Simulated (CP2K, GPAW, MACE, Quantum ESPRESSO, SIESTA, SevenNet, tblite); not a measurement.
# Running random packing of 40Si3N4-60SiO2 (mol %) (69 atoms) with CP2K

Wanted: CP2K inputs and outputs for random packing of 40Si3N4-60SiO2 (mol %) (69 atoms), checked against a plane-wave reference.

Calculated with CP2K 2026.2; the method is named at each step.

## (1) Set-up

The cell holds 69 atoms: 27 Si, 24 N and 18 O. Cell: a = 9.700 Å, b = 9.700 Å, c = 9.700 Å, α = 90.0°, β = 90.0°, γ = 90.0°. 69 atoms (27 Si, 24 N, 18 O) packed at random in a cube at 2.52 g/cm³ and pushed apart as soft spheres, cations and anions kept from their own kind; a start for melting by ab initio MD, not an equilibrated structure. Then every atom was moved at random, 0.03 Å r.m.s. a Cartesian component.

The yardstick, on the same geometry:

| Item | Value |
| --- | --- |
| method | Kohn-Sham DFT, PBE, SSSP efficiency 1.3.0 pseudopotentials, plane waves (Quantum ESPRESSO 7.5); sssp-pbe-1.3.0-efficiency, cutoffs 60/480 Ry, Γ point |
| r.m.s. force component | 1.567 eV/Å |
| longest force | 5.237 eV/Å |
| pressure | -19.56 GPa |
| time | 5.1 min on 4 MPI ranks of Intel Xeon Platinum 8375C at 2.90GHz (Ice Lake), shared host |
| CPU time | 20 min |

## (2) PBE, DZVP-MOLOPT-SR, 600/50 Ry, diagonalisation

Method: Kohn-Sham DFT, PBE, GTH-PBE pseudopotentials, Gaussian and plane waves, DZVP-MOLOPT-SR-GTH, diagonalisation.

Input file input.inp:

```
&GLOBAL
  PROJECT cell
  RUN_TYPE ENERGY_FORCE
  PRINT_LEVEL LOW
&END GLOBAL
&FORCE_EVAL
  METHOD QS
  STRESS_TENSOR ANALYTICAL
  &DFT
    BASIS_SET_FILE_NAME BASIS_MOLOPT
    POTENTIAL_FILE_NAME GTH_POTENTIALS
    &MGRID
      CUTOFF 600
      REL_CUTOFF 50
      NGRIDS 5
    &END MGRID
    &QS
      EPS_DEFAULT 1.0E-12
    &END QS
    &SCF
      SCF_GUESS ATOMIC
      EPS_SCF 5.0E-06
      MAX_SCF 200
      ADDED_MOS 14
      &DIAGONALIZATION
        ALGORITHM STANDARD
      &END DIAGONALIZATION
      &SMEAR ON
        METHOD FERMI_DIRAC
        ELECTRONIC_TEMPERATURE [K] 580
      &END SMEAR
      &MIXING
        METHOD BROYDEN_MIXING
        ALPHA 0.3
        NBROYDEN 12
      &END MIXING
      &PRINT
        &RESTART OFF
        &END RESTART
      &END PRINT
    &END SCF
    &XC
      &XC_FUNCTIONAL PBE
      &END XC_FUNCTIONAL
    &END XC
    &PRINT
      &MULLIKEN ON
      &END MULLIKEN
      &HIRSHFELD ON
        SHAPE_FUNCTION DENSITY
      &END HIRSHFELD
      &MO ON
        EIGENVALUES T
        OCCUPATION_NUMBERS T
        MO_INDEX_RANGE 157 180
        &EACH
          QS_SCF 0
        &END EACH
        ADD_LAST NUMERIC
      &END MO
    &END PRINT
  &END DFT
  &SUBSYS
    &CELL
      A 9.70030 0.00000 0.00000
      B 0.00000 9.70030 0.00000
      C 0.00000 0.00000 9.70030
    &END CELL
    &COORD
      SCALED
      Si 0.24574 0.17845 0.43013
      Si 0.72830 0.84559 0.40938
      Si 0.23315 0.57358 0.12237
      Si 0.95740 0.76272 0.18419
      Si 0.16581 0.89242 0.44475
      Si 0.66382 0.07950 0.56406
      Si 0.06372 0.28737 0.58526
      Si 0.46589 0.75083 0.43624
      Si 0.47020 0.04825 0.25615
      Si 0.45569 0.41210 0.32297
      Si 0.15850 0.24910 0.07050
      Si 0.44976 0.57190 0.96288
      Si 0.21044 0.60189 0.45921
      Si 0.73117 0.56992 0.02657
      Si 0.95186 0.01556 0.04076
      Si 0.78472 0.84550 0.72380
      Si 0.74969 0.55430 0.69261
      Si 0.67363 0.33670 0.18712
      Si 0.63735 0.30784 0.75138
      Si 0.30748 0.92760 0.99684
      Si 0.71369 0.89962 0.97990
      Si 0.73600 0.05904 0.20467
      Si 0.35195 0.31360 0.63912
      Si 0.97207 0.24956 0.84657
      Si 0.12576 0.46058 0.89790
      Si 0.92858 0.46990 0.17896
      Si 0.31658 0.73958 0.74124
      N 0.47381 0.86491 0.23602
      N 0.27893 0.57064 0.88687
      N 0.55042 0.14347 0.75039
      N 0.03750 0.50207 0.43133
      N 0.98456 0.73247 0.55420
      N 0.15090 0.21357 0.73315
      N 0.23630 0.48993 0.28524
      N 0.39388 0.43154 0.08330
      N 0.17315 0.94768 0.74016
      N 0.89374 0.86497 0.89388
      N 0.03284 0.83888 0.32830
      N 0.85352 0.11660 0.90109
      N 0.19226 0.76418 0.10601
      N 0.94726 0.57799 0.02983
      N 0.32228 0.21588 0.22203
      N 0.80188 0.22103 0.63734
      N 0.11535 0.02231 0.20196
      N 0.74841 0.66138 0.45461
      N 0.43931 0.68952 0.60839
      N 0.46652 0.45888 0.68195
      N 0.63848 0.73077 0.74019
      N 0.44256 0.84887 0.83409
      N 0.19315 0.57306 0.65217
      N 0.07897 0.29964 0.30602
      O 0.84119 0.36512 0.38083
      O 0.42612 0.16907 0.48606
      O 0.52278 0.58210 0.34921
      O 0.64970 0.14093 0.40459
      O 0.86928 0.96549 0.61519
[... 9 atom lines left out ...]
      O 0.06258 0.73256 0.79440
      O 0.69407 0.77381 0.11953
      O 0.85381 0.04838 0.32754
      O 0.28129 0.13139 0.92204
    &END COORD
    &KIND Si
      BASIS_SET DZVP-MOLOPT-SR-GTH-q4
      POTENTIAL GTH-PBE-q4
    &END KIND
    &KIND N
      BASIS_SET DZVP-MOLOPT-SR-GTH-q5
      POTENTIAL GTH-PBE-q5
    &END KIND
    &KIND O
      BASIS_SET DZVP-MOLOPT-SR-GTH-q6
      POTENTIAL GTH-PBE-q6
    &END KIND
  &END SUBSYS
  &PRINT
    &FORCES ON
    &END FORCES
    &STRESS_TENSOR ON
    &END STRESS_TENSOR
  &END PRINT
&END FORCE_EVAL
```

Command:

```bash
OMP_NUM_THREADS=1 mpirun -np 4 cp2k.psmp -i input.inp > output.txt
```

Numbers of over 12 decimals in the logs are rounded to 6 here.

Log:

```text
CP2K| version string:                                       CP2K version 2026.2
 CP2K| Input file name                                                 input.inp
 GLOBAL| Basis set file name                                        BASIS_MOLOPT
 GLOBAL| Potential file name                                      GTH_POTENTIALS
 GLOBAL| Run type                                                   ENERGY_FORCE
 GLOBAL| Total number of message passing processes                             4
 GLOBAL| Number of threads for this process                                    1
 TOTAL NUMBERS AND MAXIMUM NUMBERS
  Total number of            - Atomic kinds:                                   3
                             - Atoms:                                         69
                             - Shell sets:                                    69
                             - Shells:                                       345
                             - Primitive Cartesian functions:                318
                             - Cartesian basis functions:                    966
                             - Spherical basis functions:                    897
  Maximum angular momentum of- Orbital basis functions:                        2
                             - Local part of the GTH pseudopotential:          2
                             - Non-local part of the GTH pseudopotential:      2
 SCF PARAMETERS         Density guess:                                    ATOMIC
                        max_scf:                                             200
                        eps_scf:                                        5.00E-06
                        added MOs                                        14    0
                        Mixing method:                            BROYDEN_MIXING
                                                charge density mixing in g-space
                        Smear method:                                FERMI_DIRAC
                        Electronic temperature [K]:                        580.0
                        Electronic temperature [a.u.]:                  1.84E-03
                        Accuracy threshold:                             1.00E-10
 Extrapolation method: initial_guess
 Number of electrons:                                                        336
 Number of occupied orbitals:                                                168
 Number of molecular orbitals:                                               182
 Number of orbital functions:                                                897
 Number of independent orbital functions:                                    897
 SCF WAVEFUNCTION OPTIMIZATION
  Step     Update method      Time    Convergence         Total energy    Change
     1 NoMix/Diag. 0.30E+00    1.6     1.45605653      -631.3513972599 -6.31E+02
 *** the last MO => Add more MOs for proper smearing.                   ***
     2 Broy./Diag. 0.30E+00    2.9     1.52192859      -589.4694357168  4.19E+01
 *** the last MO => Add more MOs for proper smearing.                   ***
     3 Broy./Diag. 0.30E+00    2.9     1.53015733      -646.9949475375 -5.75E+01
 *** the last MO => Add more MOs for proper smearing.                   ***
     4 Broy./Diag. 0.30E+00    3.0     0.92655191      -634.0279619214  1.30E+01
[...]
*** the last MO => Add more MOs for proper smearing.                   ***
    34 Broy./Diag. 0.30E+00    3.0     0.00000774      -630.3688129684  7.82E-06
 *** the last MO => Add more MOs for proper smearing.                   ***
    35 Broy./Diag. 0.30E+00    3.0     0.00000361      -630.3688026302  1.03E-05
  *** SCF run converged in    35 steps ***
  Electronic density on regular grids:       -336.0000000000        0.0000000000
  Core density on regular grids:              335.9999999997       -0.0000000003
  Total charge density on r-space grids:       -0.0000000003
  Total charge density g-space grids:          -0.0000000003
  Overlap energy of the core charge distribution:               1.83073e-08
  Self energy of the core charge distribution:              -1620.852375
  Core Hamiltonian energy:                                    430.991362
  Hartree energy:                                             710.920725
  Exchange-correlation energy:                               -151.415564
  Electronic entropic energy:                                  -0.012950
  Fermi energy:                                                 0.162091
  Total energy:                                              -630.368803
  Total energy (extrapolated to T->0):                       -630.362327
 MO| EIGENVALUES AND OCCUPATION NUMBERS
 MO|
 MO|  Index      Eigenvalue [a.u.]        Eigenvalue [eV]             Occupation
 MO|    157               0.144463               3.931050               1.999864
 MO|    158               0.146849               3.995968               1.999502
 MO|    159               0.147597               4.016324               1.999252
[...]
MO|    179               0.183086               4.982022               0.000022
 MO|    180               0.184983               5.033639               0.000008
 MO| Sum:                                                             336.000000
 MO| E(Fermi):            0.162091 a.u.          4.410708 eV
 !-----------------------------------------------------------------------------!
                     Mulliken Population Analysis
 #  Atom  Element  Kind  Atomic population                           Net charge
       1     Si       1          3.415762                              0.584238
       2     Si       1          3.654186                              0.345814
       3     Si       1          3.659142                              0.340858
[...]
68     O        3          6.273397                             -0.273397
      69     O        3          6.332149                             -0.332149
 # Total charge                            336.000000                 -0.000000
 !-----------------------------------------------------------------------------!
 !-----------------------------------------------------------------------------!
                           Hirshfeld Charges
  #Atom  Element  Kind  Ref Charge     Population                    Net charge
      1       Si     1       4.000          3.649                         0.351
      2       Si     1       4.000          3.754                         0.246
      3       Si     1       4.000          3.742                         0.258
[...]
68       O      3       6.000          6.234                        -0.234
     69       O      3       6.000          6.203                        -0.203
  Total Charge                                                           -0.000
 !-----------------------------------------------------------------------------!
 ENERGY| Total FORCE_EVAL ( QS ) energy [hartree]           -630.368824
 FORCES| Atomic forces [hartree/bohr]
 FORCES|   Atom     x               y               z               |f|
 FORCES|      1  4.34565737E-02 -6.27443265E-02 -6.84234817E-02   1.02504132E-01
 FORCES|      2  1.95656756E-02 -5.02971335E-02  1.72921595E-02   5.66712986E-02
 FORCES|      3  2.55826910E-02  2.10651959E-02 -5.90968766E-03   3.36621593E-02
[...]
FORCES|     68 -1.59361438E-02 -3.35458451E-02 -2.91400593E-02   4.72062226E-02
 FORCES|     69 -1.61463844E-02 -2.99952510E-02  5.65584460E-02   6.60248334E-02
 FORCES| Sum    -3.40017876E-03 -2.17286761E-04  1.76967833E-03
 FORCES| Total atomic force                                       3.83929558E-03
 STRESS| Analytical stress tensor [bar]
 STRESS|                        x                   y                   z
 STRESS|      x       -1.73588245737E+05  -1.51111319237E+04  -4.22640680471E+03
 STRESS|      y       -1.51111319237E+04  -2.22191347362E+05   3.07077362465E+04
 STRESS|      z       -4.22640680471E+03   3.07077362465E+04  -1.69676378984E+05
 STRESS| 1/3 Trace                                            -1.88485324028E+05
```

Run time: 1.9 min. Hardware: 4 MPI ranks of Intel Xeon Platinum 8375C at 2.90GHz (Ice Lake), shared host; peak memory 3.5 GiB; 7.8 min of CPU time.

Banners, paths, timers and routine set-up lines are dropped from the logs unmarked, and long logs keep their key lines alone; longer cuts are marked.

Numbers from this run, and their distance from the reference:

```
r.m.s. force component                  : 1.561 eV/Å
r.m.s. difference of force components   : 51.71 meV/Å
longest difference of force vectors     : 191.5 meV/Å
force difference over r.m.s. force      : 3.299 %
slope of forces against the reference's : 0.9952
correlation of force components         : 0.9995
pressure                                : -18.85 GPa
pressure difference                     : 0.7082 GPa
```

Length of the force difference by element (eV/Å):

```tsv
element	atoms	mean	most
N	24	0.060	0.10
O	18	0.089	0.17
Si	27	0.095	0.19
```

Local excerpt of 9 atoms (numbers count through the whole input) about Si5, which has 3 bonded neighbours where the commonest count for Si is 1; x, y, z are measured from there.

```tsv
atom	x	y	z	distance (Å)	bonds	Hirshfeld charge (e)	Fx	Fy	Fz (eV/Å)
Si5	0.00	0.00	0.00	0.00	3	0.35	-1.26	0.91	-0.16
O65	1.49	0.88	-0.25	1.74	1	-0.25	-2.11	-1.02	-1.83
O59	-0.60	1.44	0.79	1.75	1	-0.22	1.13	1.38	-0.80
N38	-1.29	-0.52	-1.13	1.79	2	-0.22	0.88	-0.13	0.57
N32	-1.76	-1.55	1.06	2.57	0	-0.04	0.41	-0.63	-0.34
N44	-0.49	1.26	-2.36	2.72	0	-0.12	-1.46	0.63	-3.27
Si13	0.43	-2.82	0.14	2.85	2	0.24	-2.58	-0.92	0.56
Si1	0.78	2.77	-0.14	2.88	2	0.35	2.23	-3.23	-3.52
N36	0.07	0.54	2.87	2.92	0	-0.02	0.42	-3.74	0.37
```

Forces lie 3.3 % from the reference's, at 0.38 times its CPU time.

## (3) PBE, SZV-MOLOPT-SR, 600/50 Ry, diagonalisation

Method: Kohn-Sham DFT, PBE, GTH-PBE pseudopotentials, Gaussian and plane waves, SZV-MOLOPT-SR-GTH, diagonalisation.

input.inp, as its differences from that of step 2:

```diff
@@ -69,7 +69,30 @@
     &COORD
-      SCALED
-[... 69 atom lines left out: the same atoms as in the first run ...]
+      Si 2.38375 1.73102 4.17239
+      Si 7.06473 8.20248 3.97111
+      Si 2.26162 5.56390 1.18703
+      Si 9.28707 7.39861 1.78670
+      Si 1.60841 8.65674 4.31421
+      Si 6.43925 0.77117 5.47155
+      Si 0.61810 2.78758 5.67720
+      Si 4.51927 7.28328 4.23166
+      Si 4.56108 0.46804 2.48473
+      Si 4.42033 3.99749 3.13291
+      Si 1.53750 2.41634 0.68387
+      Si 4.36281 5.54760 9.34022
+      Si 2.04133 5.83851 4.45447
+      Si 7.09257 5.52839 0.25774
+      Si 9.23333 0.15094 0.39538
+      Si 7.61202 8.20160 7.02108
+      Si 7.27222 5.37688 6.71852
+      Si 6.53441 3.26609 1.81512
+      Si 6.18249 2.98614 7.28861
+      Si 2.98265 8.99800 9.66965
+[... 45 atom lines left out ...]
+      O 0.60704 7.10605 7.70592
+      O 6.73269 7.50619 1.15948
+      O 8.28221 0.46930 3.17724
+      O 2.72860 1.27452 8.94406
     &END COORD
     &KIND Si
-      BASIS_SET DZVP-MOLOPT-SR-GTH-q4
+      BASIS_SET SZV-MOLOPT-SR-GTH-q4
       POTENTIAL GTH-PBE-q4
@@ -77,3 +100,3 @@
     &KIND N
-      BASIS_SET DZVP-MOLOPT-SR-GTH-q5
+      BASIS_SET SZV-MOLOPT-SR-GTH-q5
       POTENTIAL GTH-PBE-q5
@@ -81,3 +104,3 @@
     &KIND O
-      BASIS_SET DZVP-MOLOPT-SR-GTH-q6
+      BASIS_SET SZV-MOLOPT-SR-GTH-q6
       POTENTIAL GTH-PBE-q6
```

Command:

```bash
OMP_NUM_THREADS=2 cp2k.psmp -i input.inp > output.txt
```

Log:

```text
CP2K| version string:                                       CP2K version 2026.2
 CP2K| Input file name                                                 input.inp
 GLOBAL| Basis set file name                                        BASIS_MOLOPT
 GLOBAL| Potential file name                                      GTH_POTENTIALS
 GLOBAL| Run type                                                   ENERGY_FORCE
 GLOBAL| Total number of message passing processes                             1
 GLOBAL| Number of threads for this process                                    2
 TOTAL NUMBERS AND MAXIMUM NUMBERS
  Total number of            - Atomic kinds:                                   3
                             - Atoms:                                         69
[... lines left out ...]
                        Smear method:                                FERMI_DIRAC
[... lines left out ...]
 Number of electrons:                                                        336
[... lines left out ...]
  Step     Update method      Time    Convergence         Total energy    Change
[... lines left out ...]
  *** SCF run converged in    43 steps ***
[... lines left out ...]
  Fermi energy:                                                 0.214401
  Total energy:                                              -626.719000
  Total energy (extrapolated to T->0):                       -626.712730
[... lines left out ...]
 MO| E(Fermi):            0.214401 a.u.          5.834149 eV
[... lines left out ...]
 !-----------------------------------------------------------------------------!
 !-----------------------------------------------------------------------------!
                           Hirshfeld Charges
  #Atom  Element  Kind  Ref Charge     Population                    Net charge
      1       Si     1       4.000          3.572                         0.428
      2       Si     1       4.000          3.810                         0.190
      3       Si     1       4.000          3.719                         0.281
[...]
68       O      3       6.000          6.241                        -0.241
     69       O      3       6.000          6.206                        -0.206
  Total Charge                                                           -0.000
 !-----------------------------------------------------------------------------!
 ENERGY| Total FORCE_EVAL ( QS ) energy [hartree]           -626.718990
 FORCES| Atomic forces [hartree/bohr]
 FORCES|   Atom     x               y               z               |f|
 FORCES|      1  2.92489857E-03 -8.00747779E-02 -1.12647790E-01   1.38239103E-01
 FORCES|      2  1.20039094E-02 -4.02721372E-02  6.33541708E-03   4.24979574E-02
 FORCES|      3  1.49749924E-02  3.12961503E-02 -7.13206036E-03   3.54198490E-02
[...]
FORCES|     68  4.64086409E-02 -2.51682484E-02  2.71336074E-02   5.93585320E-02
 FORCES|     69 -9.08147034E-03 -1.50793115E-02  3.52642329E-02   3.94135111E-02
 FORCES| Sum    -3.93079309E-03 -2.02713796E-03  1.72957239E-03
 FORCES| Total atomic force                                       4.74887811E-03
 STRESS| Analytical stress tensor [bar]
 STRESS|                        x                   y                   z
 STRESS|      x        3.93565356683E+04   7.81127821516E+03   7.14124885537E+03
 STRESS|      y        7.81127821516E+03   1.40625796420E+04   2.47364222408E+04
 STRESS|      z        7.14124885537E+03   2.47364222408E+04   4.68744527488E+04
 STRESS| 1/3 Trace                                             3.34311893530E+04
```

The job ended after 3.1 min (2 threads; peak memory 2.5 GiB).

Compared with the plane-wave run:

- r.m.s. force component: 1.534 eV/Å
- r.m.s. difference of force components: 1223 meV/Å
- longest difference of force vectors: 4349 meV/Å
- force difference over r.m.s. force: 78.06 %
- slope of forces against the reference's: 0.6744
- correlation of force components: 0.689
- pressure: 3.343 GPa
- pressure difference: 22.9 GPa

This is a coarse setting, run to see what it loses.

Against the first run (3.3 %), the force difference from the reference is 78 %, at 0.67 times the CPU time (on 2 against 4 cores), with 276 basis functions against 897: the smaller basis costs accuracy.

[end of part 1 of 2]

[Also dropped from logs without a mark: logging warnings of Python, and SIESTA's first energy breakdown and zero terms.]

[Logs are printed without paths, hosts, clocks, repeated set-up lines and the standing remarks that a program may print on its own settings, such as how far it seeks lower states.]

[Hosts, paths, dates, database ids (printed as entryN), source tags and the programs' standing remarks are cut or masked in the printed files.]
